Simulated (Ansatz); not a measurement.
# Cs3Bi2Br9 (P-3m1): spin-orbit coupling beyond the local functionals

Aim: the spin-orbit change of the gap of Cs3Bi2Br9 (P-3m1).

Main program and level: Ansatz 0.2.0; density functionals with and without spin-orbit coupling, plane waves, PAW.

**What was measured.**

- Gap 2.5 eV: optical absorption edge; UV-visible absorption; 300 K; powder (crystalline powder) (“Pressure induced emergence of visible luminescence in Cs3Bi2Br9: Effect of structural distortion in optical behaviour”, 2020, arxiv:2009.01478).

- Gap 2.5 eV: indirect gap from Tauc plot; UV-vis diffuse reflectance, Tauc plot; powder (antisolvent-crystallized powder) (“Cs3Bi2Br9/g-C3N4 Direct Z-Scheme Heterojunction for Enhanced Photocatalytic Reduction of CO2 to CO”, 2023, pmc:10601477).

- Gap 2.6 eV: direct gap from Tauc plot; UV-vis diffuse reflectance, Tauc plot; powder (antisolvent-crystallized powder) (“Cs3Bi2Br9/g-C3N4 Direct Z-Scheme Heterojunction for Enhanced Photocatalytic Reduction of CO2 to CO”, 2023, pmc:10601477).

## (1) The starting structure

The structure is trigonal, space group P-3m1 (No. 164). Conventional cell: a = 7.972 Å, b = 7.972 Å, c = 9.867 Å, α = 90.00°, β = 90.00°, γ = 120.00°. Nearest to Cs lie 12 Br at 3.96 to 4.01 Å. Nearest to Cs lie 12 Br at 3.99 to 4.07 Å. Nearest to Bi lie 6 Br at 2.71 to 2.98 Å. Nearest to Br lie 2 Bi at 2.98 Å and 4 Cs at 3.99 to 4.01 Å. Nearest to Br lie 1 Bi at 2.71 Å and 4 Cs at 3.96 to 4.07 Å. Farther neighbours, and contacts between anions beyond the nearest, are not listed.

The cell and positions come from the Crystallography Open Database and are kept as given unless a step says otherwise. The default PAW set here is soft_2. Its files were made with PBE.

## (2) HSE06, 3×3×2 mesh

This step: DFT, HSE06, plane waves, PAW.

input.yaml reads:

```yaml
crystal:
  lattice:
    - [7.972, 0.0, 0.0]
    - [-3.986, 6.903954519, 0.0]
    - [0.0, 0.0, 9.867]
  atoms:
    - { symbol: Cs, position: [0.6666666667, 0.3333333333, 0.6669] }
    - { symbol: Cs, position: [0.3333333333, 0.6666666667, 0.3331] }
    - { symbol: Cs, position: [0.0, 0.0, 0.0] }
    - { symbol: Bi, position: [0.6666666667, 0.3333333333, 0.1918] }
    - { symbol: Bi, position: [0.3333333333, 0.6666666667, 0.8082] }
    - { symbol: Br, position: [0.5, 0.5, 0.0] }
    - { symbol: Br, position: [0.5, 0.0, 0.0] }
    - { symbol: Br, position: [0.0, 0.5, 0.0] }
    - { symbol: Br, position: [0.3353, 0.16765, 0.3394] }
    - { symbol: Br, position: [0.83235, 0.16765, 0.3394] }
    - { symbol: Br, position: [0.83235, 0.6647, 0.3394] }
    - { symbol: Br, position: [0.16765, 0.3353, 0.6606] }
    - { symbol: Br, position: [0.16765, 0.83235, 0.6606] }
    - { symbol: Br, position: [0.6647, 0.83235, 0.6606] }
kpoints:
  mp_grid: { grid: [3, 3, 2] }
  band_path:
    path:
      - [0.0, 0.0, 0.0]
      - [0.5, 0.0, 0.0]
      - [0.33333333, 0.33333333, 0.0]
      - [0.0, 0.0, 0.5]
      - [0.5, 0.0, 0.5]
      - [0.33333333, 0.33333333, 0.5]
      - [0.066666666, 0.066666666, 0.0]
    npoints: 1
hamiltonian:
  xc: hse06
scf:
  occupations: { method: fixed }
  n_extra_bands: 8
output:
  eigenvalues: true
  write_density: true
  write_potential: true
  elf: true
  volumetric_format: npy
```

Run with:

```
$ ansatz run input.yaml --threads 3 --pin off --max-ram 92160MiB --backend cuda --events-out ev --progress --plain --runs-dir out --devices 1 --max-vram 13GiB
```

What it wrote:

```text
scf.n_extra_bands = 8 over 60 filled bands (N_el = 120.0): the run solves 68 bands
GPUs: using 1 of 1 available (devices: 1).
Engine: ansatz 0.2.0, x86_64-unknown-linux-gnu
Pseudopotentials: kind: paw
Pseudopotential: Cs, paw, valence charge 9, recommended cutoff 420 eV (normal), Cs.paw.azcp
Pseudopotential: Bi, paw, valence charge 15, recommended cutoff 420 eV (normal), Bi.paw.azcp
Pseudopotential: Br, paw, valence charge 7, recommended cutoff 420 eV (normal), Br.paw.azcp
Functional definition: HSE06
  parameter a = 0.25
  parameter omega = 0.11/bohr
  exchange = pbe_x - a*pbe_x_sr(omega) + a*exact_x_sr(omega)
  correlation = pbe_c
davidson cushion auto → on  (no smearing: the cushion is to keep the highest requested band from converging to the state above it; pin scf.eigensolver.cushion to override)
device memory: the entry about to start is reckoned to put 5.0 GiB on a device that reports 34.7 GiB free (of which the cap on the GPU budget leaves the run 13.0 GiB)
GPU FFT provider: cuFFT
GPU libraries: cuBLAS 13.8.2, cuFFT 12.4.0, cuSOLVER 12.3.4
Crystal: 14 atoms, lattice volume = 543.063 Å³
Basis set: ecut = 420 eV, 10647 PW (Γ)
Bands: 68, of which v1, the nominal top of the filled ones, is band 60 counted from 1 (59 counted from 0)
Symmetry: 12 space group operations
Space group: P-3m1 (ITA 164), of the structure as read, at distance tolerance 8.2e-5 Å
k-points: 6 of 18
Non-local potential: Cs, projectors of the file, l = 0: 3, l = 1: 2, l = 2: 2, l = 3: 2
Non-local potential: Bi, projectors of the file, l = 0: 2, l = 1: 2, l = 2: 2, l = 3: 2
Non-local potential: Br, projectors of the file, l = 0: 2, l = 1: 2, l = 2: 2
PAW form: soft (Blöchl's): semilocal exchange-correlation on the pseudo side does not see the compensation charge
PAW frozen core: Cs, regenerated for the run's functional, and the local potential with it (the file was generated under x = pbe(κ = 0.804, μ = 0.219515), c = pbe(β = 0.066725))
PAW frozen core: Bi, regenerated for the run's functional, and the local potential with it (the file was generated under x = pbe(κ = 0.804, μ = 0.219515), c = pbe(β = 0.066725))
PAW frozen core: Br, regenerated for the run's functional, and the local potential with it (the file was generated under x = pbe(κ = 0.804, μ = 0.219515), c = pbe(β = 0.066725))
PAW one-centre angular grid: Cs, 194 points (default); XC on 96 Gauss nodes
PAW one-centre angular grid: Bi, 590 points (default); XC on 64 Gauss nodes
PAW one-centre angular grid: Br, 110 points (default); XC on 64 Gauss nodes
Initial density: superposition of atomic densities (neutral atoms: chi_scale 0, normalization atom), corrected by the library's trained network
Initial wavefunctions: pseudopotential atomic-orbital guess
GPU buffer pool allocated for 209952 grid points (all kernels)
[...]
Frozen-core exchange: fock
SCF iter   1: F=—  HF=-66911.280791 eV  |F-HF|=—  |Δ(HF+E_count)|=         —  Δρ=2.76e-5  dr2=5.62e-6  ethr=3.80e-7  ⟨swp⟩=3.0  Hψ=1119  notcnv=0
preconditioner: auto → none  [insulator: Δε(μ)=3.236 eV  Ē_g=11.001 eV  n_scr=96 (ndim 8)  ℏωp=15.4 eV  f_vac=0.037]
iter 2 solved again at ethr=3.40e-10 eV; its pass at ethr=3.97e-9 eV (dr2=4.08e-7 eV) is discarded
SCF iter   2: F=—  HF=-66911.280791 eV  |F-HF|=—  |Δ(HF+E_count)|=   1.76e-7  Δρ=1.35e-5  dr2=5.40e-7  ethr=3.40e-10  ⟨swp⟩=3.3  Hψ=2259  notcnv=0
SCF iter   3: F=—  HF=-66911.280792 eV  |F-HF|=—  |Δ(HF+E_count)|=   7.91e-7  Δρ=4.57e-6  dr2=1.67e-7  ethr=3.40e-10  ⟨swp⟩=5.3  Hψ=1307  notcnv=0  defer=1
SCF iter   4: F=-66911.280792 eV  HF=-66911.280792 eV  |F-HF|=1.13e-8  |Δ(HF+E_count)|=   4.80e-8  Δρ=1.26e-6  dr2=1.63e-8  ethr=1.30e-10  ⟨swp⟩=3.5  Hψ=1113  notcnv=0
SCF 3 converged in 4 iterations: F = -66911.280792 eV  dr2 = 1.63e-8
hybrid outer 2: dexx = +1.512e-6 eV, tail = 7.40e-8 eV, Δε = 1.54e-3 eV (about 4.23e-5 eV left of the loop's levels)
device memory: the entry about to start is reckoned to put 1.9 GiB on a device that reports 36.8 GiB free (of which the cap on the GPU budget leaves the run 13.0 GiB)
NSCF: frozen V_eff on 7 k-points
hybrid SCF converged: 2 outer / 11 inner (+3 warm-up), last move |dexx| = 1.51e-6 eV, tail = 7.40e-8 eV
Stability not checked: this state was not tested for a lower state beside it, because the functional holds exact exchange (a hybrid, or Hartree-Fock), whose exchange loop this test does not read (fock_operator; see scf.lower_state_search)
Free energy (F): -66911.280792 eV
Frozen-core exchange: fock
Harris-Foulkes:  -66911.280792 eV  (|F-HF|=1.13e-8)
Internal energy: -66911.280792 eV  (E = F + TS)
E sigma→0 (E₀):  -66911.280792 eV
Fermi energy:    2.470859 eV
--- Per-component energies (eV) ---
  E_band       = -875.266123
  E_kinetic    = 2223.845747
  E_local      = -7371.179639  (includes V_loc(G=0)·N_el)
  E_nonlocal   = 1849.989106
  E_hartree    = 2465.974003
  E_xc         = -2538.707874
  E_vxc        = -1285.011765  (∫ρ·V_xc dr)
  E_exx        = -237.218141  (= α·E_x^exact, valence–valence)
  E_paw        = -57217.602348  (= ΣΔE_a)
  E_vpaw       = -750.420259  (= ΣTr[D̂ρ^β])
  E_aug_tail   = -0.000867  (compensation charges beyond the density's cutoff)
  E_ewald      = -6082.941322
  E_core_change = -3.439459  (= ΣΔE_core)
  E_smearing   = -0.000000  (= −TS)
  E_closure    = -0.000000  (closes the sum)
  Σ components = -66911.280792   (vs F -66911.280792, Δ=-1.46e-11)
--- Band table (eV; the first three rows and the last of 6) ---
  k-point 0: bands = [... 56 lower, 1.4073, 1.4073, 1.4347, 2.4709, 5.7067, 6.4331, 6.4331, 7.6042, ... 4 higher]
  k-point 1: bands = [... 56 lower, 1.5816, 1.5816, 1.5823, 1.9504, 5.9301, 5.9301, 5.9750, 7.5405, ... 4 higher]
  k-point 2: bands = [... 56 lower, 1.3026, 1.4544, 1.5437, 2.3436, 6.2208, 6.3838, 6.4756, 7.5072, ... 4 higher]
  k-point 5: bands = [... 56 lower, 1.2052, 1.2052, 2.0593, 2.0593, 6.5450, 6.5450, 6.5634, 7.3009, ... 4 higher]
```

The job ended after 70 s (1 × NVIDIA H100 80GB HBM3 (shared by 6 runs) with 3 threads of AMD EPYC 7R13 (Zen 3), shared host; peak memory 1.9 GiB; 2.1 min of CPU time).

Reading the cycles: dr2 is the Hartree energy of the density residual (eV), the measure of convergence; HF is the Harris–Foulkes estimate of the energy, which meets the free energy F at convergence.

Numbers from this step:

```yaml
gap: 3.232 eV
valence_top_at: k = (0.067, 0.067, 0.000)
conduction_bottom_at: Γ
least_direct_gap: 3.236 eV
exact_exchange_fraction: 0.25
```

The gap is indirect, with the least direct gap 0.003 eV higher.

## (3) HSE06+SOC, 3×3×2 mesh

Spin-orbit coupling can split or shift the edges; a non-collinear run measures by how much.

This step: DFT, HSE06 with spin-orbit coupling, plane waves, PAW.

Changes to input.yaml since step 2:

```diff
@@ -36,8 +36,7 @@
   occupations: { method: fixed }
-  n_extra_bands: 8
+  n_extra_bands: 16
+magnetization:
+  noncollinear: true
+  spin_orbit: true
 output:
   eigenvalues: true
-  write_density: true
-  write_potential: true
-  elf: true
-  volumetric_format: npy
```

What it wrote:

```text
[...]
GPUs: using 1 of 1 available (devices: 1).
[...]
non-collinear run that drives no moment, with spin-orbit: no starting moment large enough to seed its density (crystal.atoms[].spin), no starting occupations that ask for one, no magnetisation constraint and no magnetic field, so the semilocal B_xc is pinned to zero
[...]
GPU FFT provider: cuFFT
GPU libraries: cuBLAS 13.8.2, cuFFT 12.4.0, cuSOLVER 12.3.4
Crystal: 14 atoms, lattice volume = 543.063 Å³
Basis set: ecut = 420 eV, 10647 PW (Γ)
Bands: 136, of which v1, the nominal top of the filled ones, is band 120 counted from 1 (119 counted from 0)
Symmetry: 12 space group operations + 12 with time reversal
[...]
k-points: 6 of 18
Projection manifold: j_resolved (fully-relativistic pseudo-atomic orbitals)
[...]
GPU buffer pool allocated for 209952 grid points (all kernels)
[...]
SCF iter   1: F=—  HF=-66973.976127 eV  |F-HF|=—  |Δ(HF+E_count)|=         —  Δρ=2.31e-2  dr2=7.14e0  dr2_m=0.00e0 (ungated)  ethr=1.00e-1  |M|=0.00e0 ∫|m|=0.00e0 μB  |m|>n=0.0e0 m-floor=0.0e0 τ_xc=0.0e0  β_m=0.30  ⟨swp⟩=5.3  Hψ=2915  notcnv=0
[...]
SCF iter   7: F=-66970.738422 eV  HF=-66970.738558 eV  |F-HF|=1.36e-4  |Δ(HF+E_count)|=   7.71e-5  Δρ=1.22e-4  dr2=2.12e-4  dr2_m=0.00e0 (ungated)  ethr=6.97e-7  |M|=0.00e0 ∫|m|=0.00e0 μB  |m|>n=0.0e0 m-floor=0.0e0 τ_xc=0.0e0  ⟨swp⟩=5.3  Hψ=2571  notcnv=0  defer=6
SCF 1 stopped early in 7 iterations: F = -66970.738422 eV  dr2 = 2.12e-4
[...]
GPU FFT provider: cuFFT
GPU libraries: cuBLAS 13.8.2, cuFFT 12.4.0, cuSOLVER 12.3.4
Projection manifold: j_resolved (fully-relativistic pseudo-atomic orbitals)
[...]
GPU buffer pool allocated for 209952 grid points (all kernels)
[...]
Frozen-core exchange: fock
SCF iter   1: F=—  HF=-66923.902849 eV  |F-HF|=—  |Δ(HF+E_count)|=         —  Δρ=3.55e-3  dr2=9.33e-2  dr2_m=0.00e0 (ungated)  ethr=1.77e-6  |M|=0.00e0 ∫|m|=0.00e0 μB  |m|>n=0.0e0 m-floor=0.0e0 τ_xc=0.0e0  β_m=0.30  ⟨swp⟩=9.7  Hψ=4637  notcnv=0
[...]
SCF iter   6: F=-66923.895880 eV  HF=-66923.895881 eV  |F-HF|=8.84e-7  |Δ(HF+E_count)|=   1.11e-5  Δρ=2.22e-5  dr2=5.85e-6  dr2_m=0.00e0 (ungated)  ethr=2.96e-8  |M|=0.00e0 ∫|m|=0.00e0 μB  |m|>n=0.0e0 m-floor=0.0e0 τ_xc=0.0e0  ⟨swp⟩=4.3  Hψ=2353  notcnv=0  defer=2
SCF 2 stopped early in 6 iterations: F = -66923.895880 eV  dr2 = 5.85e-6
[...]
hybrid outer 1: dexx = +2.775e-2 eV, tail = 9.19e-5 eV
GPU FFT provider: cuFFT
GPU libraries: cuBLAS 13.8.2, cuFFT 12.4.0, cuSOLVER 12.3.4
Projection manifold: j_resolved (fully-relativistic pseudo-atomic orbitals)
GPU buffer pool allocated for 209952 grid points (all kernels)
[...]
Frozen-core exchange: fock
SCF iter   1: F=—  HF=-66923.897619 eV  |F-HF|=—  |Δ(HF+E_count)|=         —  Δρ=3.02e-5  dr2=3.50e-6  dr2_m=0.00e0 (ungated)  ethr=3.83e-7  |M|=0.00e0 ∫|m|=0.00e0 μB  |m|>n=0.0e0 m-floor=0.0e0 τ_xc=0.0e0  β_m=0.30  ⟨swp⟩=3.0  Hψ=2292  notcnv=0
[...]
SCF iter   4: F=-66923.897620 eV  HF=-66923.897620 eV  |F-HF|=4.54e-8  |Δ(HF+E_count)|=   3.92e-7  Δρ=3.84e-6  dr2=7.07e-8  dr2_m=0.00e0 (ungated)  ethr=5.57e-11  |M|=0.00e0 ∫|m|=0.00e0 μB  |m|>n=0.0e0 m-floor=0.0e0 τ_xc=0.0e0  ⟨swp⟩=4.5  Hψ=4119  notcnv=0  defer=6
SCF 3 converged in 4 iterations: F = -66923.897620 eV  dr2 = 7.07e-8
[...]
NSCF: frozen V_eff on 7 k-points
[...]
Magnetization: |M| = 0.0000 μB,  M = (+0.0000, +0.0000, +0.0000) μB
Absolute magnetization: 0.0000 μB (∫|m|)
  site 0: m = (+0.0000, +0.0000, +0.0000) μB, |m| = 0.0000 μB  (R = 1.63 Å)
  site 1: m = (+0.0000, +0.0000, +0.0000) μB, |m| = 0.0000 μB  (R = 1.63 Å)
  site 2: m = (+0.0000, +0.0000, +0.0000) μB, |m| = 0.0000 μB  (R = 1.64 Å)
  site 3: m = (+0.0000, +0.0000, +0.0000) μB, |m| = 0.0000 μB  (R = 1.12 Å)
  site 4: m = (+0.0000, +0.0000, +0.0000) μB, |m| = 0.0000 μB  (R = 1.12 Å)
  site 5: m = (+0.0000, +0.0000, +0.0000) μB, |m| = 0.0000 μB  (R = 1.23 Å)
  site 6: m = (+0.0000, +0.0000, +0.0000) μB, |m| = 0.0000 μB  (R = 1.23 Å)
  site 7: m = (+0.0000, +0.0000, +0.0000) μB, |m| = 0.0000 μB  (R = 1.23 Å)
  site 8: m = (+0.0000, +0.0000, +0.0000) μB, |m| = 0.0000 μB  (R = 1.12 Å)
  site 9: m = (+0.0000, +0.0000, +0.0000) μB, |m| = 0.0000 μB  (R = 1.12 Å)
  site 10: m = (+0.0000, +0.0000, +0.0000) μB, |m| = 0.0000 μB  (R = 1.12 Å)
  site 11: m = (+0.0000, +0.0000, +0.0000) μB, |m| = 0.0000 μB  (R = 1.12 Å)
  site 12: m = (+0.0000, +0.0000, +0.0000) μB, |m| = 0.0000 μB  (R = 1.12 Å)
  site 13: m = (+0.0000, +0.0000, +0.0000) μB, |m| = 0.0000 μB  (R = 1.12 Å)
Free energy (F): -66923.897621 eV
Frozen-core exchange: fock
[...]
Internal energy: -66923.897621 eV  (E = F + TS)
E sigma→0 (E₀):  -66923.897621 eV
Fermi energy:    2.555746 eV
[...]
--- Band table (eV; the first three rows and the last of 6) ---
  k-point 0: bands = [... 116 lower, 1.5694, 1.5694, 2.5557, 2.5557, 5.0161, 5.0161, 6.4833, 6.4833, ... 12 higher]
  k-point 1: bands = [... 116 lower, 1.6966, 1.6966, 2.0804, 2.0804, 4.8705, 4.8705, 6.4157, 6.4157, ... 12 higher]
  k-point 2: bands = [... 116 lower, 1.6030, 1.6030, 2.4214, 2.4214, 5.3749, 5.3749, 6.0413, 6.0413, ... 12 higher]
  k-point 5: bands = [... 116 lower, 2.1215, 2.1215, 2.1353, 2.1353, 5.7226, 5.7226, 5.8395, 5.8395, ... 12 higher]
```

Wall time 4.5 min (1 × NVIDIA H100 80GB HBM3 (shared by 6 runs) with 3 threads); peak memory 4 GiB; 8.9 min of CPU time.

This step gave:

```yaml
gap: 2.313 eV
valence_top_at: k = (0.067, 0.067, 0.000)
conduction_bottom_at: A
least_direct_gap: 2.460 eV
exact_exchange_fraction: 0.25
```

The gap stands −0.92 eV against HSE06.

## (4) Together

Times are wall times on 1 × NVIDIA H100 80GB HBM3 (shared by 6 runs) with 3 threads of AMD EPYC 7R13 (Zen 3), shared host, good to a factor of about two.

| level | gap (eV) | with coupling (eV) | change (eV) | time | with coupling |
| --- | --- | --- | --- | --- | --- |
| HSE06 | 3.23 | 2.31 | −0.92 | 70 s | 4.5 min |

## (5) What came out

```json
{
 "HSE06": "3.23 eV",
 "HSE06+SOC": "2.31 eV"
}
```

What this shows: Spin-orbit coupling changes the gap by −0.92 eV and the least direct gap by −0.78 eV. Against experiment, by HSE06+SOC: the gap of 2.31 eV lies −0.19 eV from the measured 2.5 eV (optical, 300 K, 2020); the gap of 2.31 eV lies −0.19 eV from the measured 2.5 eV (indirect, 2023); the direct gap of 2.46 eV lies −0.14 eV from the measured 2.6 eV (direct, 2023). An exciton line or allowed optical edge lies below the quasiparticle gap by the binding energy; a forbidden edge can push the onset above it. The lattice is static and excitons are left out.

[Long decimals in the printed logs are rounded to 6 places.]

[Logs are printed without paths, hosts, clocks, repeated set-up lines and the standing remarks that a program may print on its own settings, such as how far it seeks lower states.]

[Paths, hosts, dates, memory and timing lines, banners, echoed tables and standing remarks are left out of the program output; an Ansatz launch command may be rebuilt from the run's recorded settings. Measured values are a selection of at most five: reports struck by readers or far from the other reports are left out. None is set beside runs whose start may be inverted or whose files or cutoffs have a known fault.]

[Runs of the session that timed out or met a known fault of the program may be left out.]

[Cells called generated may have been cut or substituted from an entry of the Crystallography Open Database or the Materials Project.]

[Hosts, paths, dates, database ids (printed as entryN), source tags and the programs' standing remarks are cut or masked in the printed files.]

[Where the starting crystal was built by hand or by swapping elements, it need not be the compound's stable phase.]
